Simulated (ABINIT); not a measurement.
**A GW chain in ABINIT: BaMg2Sb2 (P-3m1)**

Aim: the G0W0 gap of BaMg2Sb2 (P-3m1) on LDA, step by step.

Main program and level: ABINIT 10.8.3; LDA and many-body steps on it, plane waves.

## Step 1: Set-up

Symmetry: P-3m1, No. 164, trigonal system. Conventional cell: a = 4.770 Å, b = 4.770 Å, c = 8.100 Å, α = 90.00°, β = 90.00°, γ = 120.00°. Nearest to Ba lie 6 Sb at 3.51 Å. Nearest to Mg lie 4 Sb at 2.89 Å. Nearest to Sb lie 4 Mg at 2.89 Å and 3 Ba at 3.51 Å. Farther neighbours are not listed.

The cell and positions come from the Crystallography Open Database and are kept as given unless a step says otherwise. Spin-orbit coupling is left out unless a step names it.

## Step 2: Ground state

This step: ABINIT 10.8.3; DFT, LDA, plane waves, norm-conserving pseudopotentials.

The ground-state density comes first.

The input, run.abi:

```
acell 3*1.0 Angstrom
rprim 
  4.770000000028 -0.000000000006 0.000000000000
  -2.385000000008 4.130941176079 0.000000000000
  0.000000000000 0.000000000000 8.100000000000
ntypat 3
znucl 56 12 51
natom 5
typat 1 2 2 3 3
xred 
  0.000000000000 0.000000000000 0.000000000000
  0.333333333333 0.666666666667 0.624700000000
  0.666666666667 0.333333333333 0.375300000000
  0.333333333333 0.666666666667 0.268000000000
  0.666666666667 0.333333333333 0.732000000000
pp_dirpath "pseudos"
pseudos "Ba.upf, Mg.upf, Sb.upf"
ecut 40
ngkpt 6 6 4
nshiftk 1
shiftk 0 0 0
kptopt 1
chksymbreak 0
nband 44
occopt 1
tolvrs 1e-10
nstep 60
prtwf 0
optforces 0
optstress 0
indata_prefix "in"
outdata_prefix "out"
tmpdata_prefix "tmp"
```

On the command line:

```console
OMP_NUM_THREADS=1 mpirun -n 4 abinit run.abi > log
```

Numbers of over 12 decimals in the logs are rounded to 6 here.

Log:

```text
.Version 10.8.3 of ABINIT. v10.8.2 released Aug 2026.

 Symmetries : space group P-3 m 1 (#164); Bravais hP (primitive hexag.)
================================================================================
 Values of the parameters that define the memory need of the present run
     intxc =       0    ionmov =       0      iscf =       7    lmnmax =       6
     lnmax =       6     mgfft =      90  mpssoang =       3    mqgrid =    4358
     natom =       5  nloc_mem =       1    nspden =       1   nspinor =       1
    nsppol =       1      nsym =      12    n1xccc =    2501    ntypat =       3
    occopt =       1   xclevel =       1
-    mband =          44        mffmem =           1         mkmem =           6
       mpw =       13038          nfft =      262440          nkpt =          24
================================================================================
  Rough estimation (10% accuracy) of disk space for files :
================================================================================

--------------------------------------------------------------------------------
------------- Echo of variables that govern the present computation ------------
--------------------------------------------------------------------------------
 -outvars: echo values of preprocessed input variables --------
            acell      1.8897261259E+00  1.8897261259E+00  1.8897261259E+00 Bohr

      chksymbreak           0
             ecut      4.00000000E+01 Hartree
-          fftalg         312

              ixc       -1012
              kpt      0.00000000E+00  0.00000000E+00  0.00000000E+00
                       1.66666667E-01  0.00000000E+00  0.00000000E+00
                       3.33333333E-01  0.00000000E+00  0.00000000E+00
                       5.00000000E-01  0.00000000E+00  0.00000000E+00
                       1.66666667E-01  1.66666667E-01  0.00000000E+00
                       3.33333333E-01  1.66666667E-01  0.00000000E+00
                       3.33333333E-01  3.33333333E-01  0.00000000E+00
                       0.00000000E+00  0.00000000E+00  2.50000000E-01
                       1.66666667E-01  0.00000000E+00  2.50000000E-01
   [... 13 further rows ...]
                       3.33333333E-01  1.66666667E-01  5.00000000E-01
                       3.33333333E-01  3.33333333E-01  5.00000000E-01
         kptrlatt        6    0    0      0    6    0      0    0    4
          kptrlen      5.40839617E+01
P           mkmem           6
            natom           5
            nband          44
            ngfft          54      54      90
             nkpt          24
            nstep          60
             nsym          12
           ntypat           3
              occ      2.000000  2.000000  2.000000  2.000000  2.000000  2.000000
                       2.000000  2.000000  2.000000  2.000000  2.000000  2.000000
                       2.000000  2.000000  2.000000  2.000000  2.000000  2.000000
                       2.000000  2.000000  2.000000  2.000000  2.000000  2.000000
                       2.000000  2.000000  2.000000  2.000000  2.000000  2.000000
                       2.000000  2.000000  2.000000  2.000000  2.000000  2.000000
                       2.000000  2.000000  0.000000  0.000000  0.000000  0.000000
                       0.000000  0.000000
        optforces           0
        optstress           0
            prtwf           0
            rprim      4.7700000000E+00 -6.0000000000E-12  0.0000000000E+00
[...]
spgroup         164

           tolvrs      1.00000000E-10

             xred      0.0000000000E+00  0.0000000000E+00  0.0000000000E+00
[...]
znucl       56.00000   12.00000   51.00000

================================================================================

 chkinp: Checking input parameters for consistency.

================================================================================
== DATASET  1 ==================================================================
-   mpi_nproc: 4, omp_nthreads: 1 (-1 if OMP is not activated)

--- !DatasetInfo
iteration_state: {dtset: 1, }
dimensions: {natom: 5, nkpt: 24, mband: 44, nsppol: 1, nspinor: 1, nspden: 1, mpw: 13038, }
cutoff_energies: {ecut:  40.0, pawecutdg:  -1.0, }
electrons: {nelect:   7.60000000E+01, charge:   0.00000000E+00, occopt:   1.00000000E+00, tsmear:   1.00000000E-02, }

 Real(R)+Recip(G) space primitive vectors, cartesian coordinates (Bohr,Bohr^-1):
 R(1)=  9.0139936  0.0000000  0.0000000  G(1)=  0.1109386  0.0640504  0.0000000
 R(2)= -4.5069968  7.8063475  0.0000000  G(2)=  0.0000000  0.1281009  0.0000000
 R(3)=  0.0000000  0.0000000 15.3067816  G(3)=  0.0000000  0.0000000  0.0653305
 Unit cell volume ucvol=  1.0770826E+03 bohr^3
 Angles (23,13,12)=  9.00000000E+01  9.00000000E+01  1.20000000E+02 degrees

 getcut: wavevector=  0.0000  0.0000  0.0000  ngfft=  54  54  90
         ecut(hartree)=     40.000   => boxcut(ratio)=   2.06521

--- Pseudopotential description ------------------------------------------------
- Ba Generated using ONCVPSP code by D. R. Hamann
- 56.00000  10.00000  180309                  znucl, zion, pspdat
12 -1012 2 -1 1912                            pspcod,pspxc,lmax,lloc,mmax
     nproj     2     2     2
  pspatm : epsatm=   25.95172157
         --- l  ekb(1:nproj) -->
[...]
pspatm: atomic psp has been read  and splines computed

- Mg Generated using ONCVPSP code by D. R. Hamann
- 12.00000  10.00000  180309                  znucl, zion, pspdat
12 -1012 1 -1 1510                            pspcod,pspxc,lmax,lloc,mmax
     nproj     2     2     0
  pspatm : epsatm=    9.23542517
         --- l  ekb(1:nproj) -->
[...]
pspatm: atomic psp has been read  and splines computed

- Sb Generated using ONCVPSP code by D. R. Hamann
- 51.00000  23.00000  180309                  znucl, zion, pspdat
12 -1012 2 -1 1416                            pspcod,pspxc,lmax,lloc,mmax
     nproj     2     2     2
  pspatm : epsatm=   28.31692806
         --- l  ekb(1:nproj) -->
[...]
pspatm: atomic psp has been read  and splines computed

   7.68028853E+03                                ecore*ucvol(ha*bohr**3)
--------------------------------------------------------------------------------

_setup2: Arith. and geom. avg. npw (full set) are   13014.465   13014.455

================================================================================

--- !BeginCycle
iteration_state: {dtset: 1, }
solver: {iscf: 7, nstep: 60, nline: 4, wfoptalg: 0, }
tolerances: {tolvrs: 1.00E-10, }

     iter   Etot(hartree)      deltaE(h)  residm     vres2
 ETOT  1  -650.34023075265    -6.503E+02 6.637E-01 1.496E+03
 ETOT  2  -652.46482807853    -2.125E+00 1.582E-02 2.614E+02
 ETOT  3  -652.48100122652    -1.617E-02 3.412E-03 6.409E+01
 ETOT  4  -652.48599434896    -4.993E-03 1.876E-03 1.116E+00
 ETOT  5  -652.48609239849    -9.805E-05 6.542E-04 2.685E-01
 ETOT  6  -652.48610444123    -1.204E-05 3.632E-04 3.337E-02
 ETOT  7  -652.48610607854    -1.637E-06 3.226E-04 1.864E-03
 ETOT  8  -652.48610614942    -7.088E-08 1.364E-04 4.539E-05
 ETOT  9  -652.48610615061    -1.196E-09 1.442E-04 5.099E-06
 ETOT 10  -652.48610615094    -3.245E-10 5.512E-05 1.375E-07
 ETOT 11  -652.48610615097    -3.217E-11 2.465E-04 2.672E-09
 ETOT 12  -652.48610615097    -2.501E-12 7.383E-05 3.625E-10
 ETOT 13  -652.48610615098    -9.322E-12 3.021E-04 1.124E-11

 At SCF step   13       vres2   =  1.12E-11 < tolvrs=  1.00E-10 =>converged.

--- !ResultsGS
iteration_state: {dtset: 1, }
comment   : Summary of ground state results
lattice_vectors:
- [  9.0139936,  -0.0000000,   0.0000000, ]
- [ -4.5069968,   7.8063475,   0.0000000, ]
- [  0.0000000,   0.0000000,  15.3067816, ]
lattice_lengths: [   9.01399,    9.01399,   15.30678, ]
lattice_angles: [ 90.000,  90.000, 120.000, ] # degrees, (23, 13, 12)
lattice_volume:   1.0770826E+03
convergence: {deltae: -9.322E-12, res2:  1.124E-11, residm:  3.021E-04, diffor:  0.000E+00, }
etotal    :  -6.52486106E+02
entropy   :   0.00000000E+00
fermie    :   1.82057405E-01
cartesian_stress_tensor: null
pressure_GPa: null
xred      :
- [  0.0000E+00,   0.0000E+00,   0.0000E+00, Ba]
- [  3.3333E-01,   6.6667E-01,   6.2470E-01, Mg]
- [  6.6667E-01,   3.3333E-01,   3.7530E-01, Mg]
- [  3.3333E-01,   6.6667E-01,   2.6800E-01, Sb]
- [  6.6667E-01,   3.3333E-01,   7.3200E-01, Sb]
cartesian_forces: null
force_length_stats: {min: null, max: null, mean: null, }

 Integrated electronic density in atomic spheres:
 ------------------------------------------------
 Atom  Sphere_radius  Integrated_density
[...]
================================================================================

 ----iterations are completed or convergence reached----

 Mean square residual over all n,k,spin=   36.593E-08; max=  30.210E-05
 reduced coordinates (array xred) for    5 atoms
       0.000000000000      0.000000000000      0.000000000000
       0.333333333333      0.666666666667      0.624700000000
       0.666666666667      0.333333333333      0.375300000000
       0.333333333333      0.666666666667      0.268000000000
       0.666666666667      0.333333333333      0.732000000000
 rms dE/dt=  0.0000E+00; max dE/dt=  0.0000E+00; dE/dt below (all hartree)
    1       0.000000000000      0.000000000000      0.000000000000
    2       0.000000000000      0.000000000000      0.000000000000
    3       0.000000000000      0.000000000000      0.000000000000
    4       0.000000000000      0.000000000000      0.000000000000
    5       0.000000000000      0.000000000000      0.000000000000

 cartesian coordinates (angstrom) at end:
    1      0.000000     0.000000     0.000000
    2      4e-12     2.753961     5.060070
    3      2.385000     1.376980     3.039930
    4      4e-12     2.753961     2.170800
    5      2.385000     1.376980     5.929200
 length scales=  1.889726125908  1.889726125908  1.889726125908 bohr
              =  1.000000000000  1.000000000000  1.000000000000 angstroms
 prteigrs : about to open file out_EIG
 Fermi (or HOMO) energy (hartree) =   0.18206   Average Vxc (hartree)=  -0.33860
 Eigenvalues (hartree) for nkpt=  24  k points:
 kpt#   1, nband= 44, wtk=  0.00694, kpt=  0.0000  0.0000  0.0000 (reduced coord)
  -5.05441   -5.05440   -3.33116   -3.33116   -3.33116   -3.33116   -3.33110   -3.33110
  -2.58053   -2.58051   -1.38348   -1.38336   -1.38336   -1.38336   -1.38325   -1.38325
  -0.83776   -0.83146   -0.83146   -0.83144   -0.83144   -0.83123   -0.83120   -0.83080
  -0.83080   -0.83079   -0.83079   -0.29807   -0.28931   -0.28931   -0.15960   -0.12239
   0.05349    0.14580    0.14580    0.18064    0.18206    0.18206    0.23428    0.23589
   0.25841    0.27900    0.27900    0.29190
 prteigrs : prtvol=0 or 1, do not print more k-points.

--- !EnergyTerms
iteration_state     : {dtset: 1, }
comment             : Components of total free energy in Hartree
kinetic             :  2.45076349291313E+02
hartree             :  2.51695270296015E+02
xc                  : -9.09549361816496E+01
Ewald energy        : -2.90774327752966E+02
psp_core            :  7.13064022963947E+00
local_psp           : -7.21636698381113E+02
non_local_psp       : -5.30224036522188E+01
total_energy        : -6.52486106150980E+02
total_energy_eV     : -1.77550514546105E+04
band_energy         : -1.06318860236682E+02

== END DATASET(S) ==============================================================
================================================================================

 -outvars: echo values of variables after computation  --------
           etotal     -6.5248610615E+02
            nband          44
             nkpt          24
          spgroup         164
 [... the other variables as echoed above ...]

 Calculation completed.
```

The job ended after 5.4 min (4 MPI ranks of Intel Xeon Platinum 8259CL at 2.50GHz (Skylake/Cascade Lake), shared host; peak memory 0.74 GiB; 22 min of CPU time).

This step gave:

```yaml
total_energy: -17755.0515 eV
gap: 0.7837 eV
k_of_the_valence_top: 0, 0, 0
k_of_the_conduction_bottom: 0.5, 0, 0
least_direct_gap: 1.421 eV
```

The gap is indirect, with the least direct gap 0.64 eV higher.

(Continued in part 2 of 3.)

[Paths, hosts, dates, memory and timing lines, banners, echoed tables and standing remarks are left out of the program output.]

[Logs are printed without paths, hosts, clocks, repeated set-up lines and the standing remarks that a program may print on its own settings, such as how far it seeks lower states.]

[Runs of the session that timed out or met a known fault of the program may be left out.]

[Hosts, paths, dates, database ids (printed as entryN), source tags and the programs' standing remarks are cut or masked in the printed files.]

[G0W0 gaps are taken among the corrected bands and points alone; a level outside them can change the order at an edge.]

[Where Ansatz stands beside ABINIT at settings called matched, ABINIT's density can come from a denser mesh and the files from another edition; pairs whose starting gaps differed by over 0.03 eV were left out, so agreement reads better than it is.]
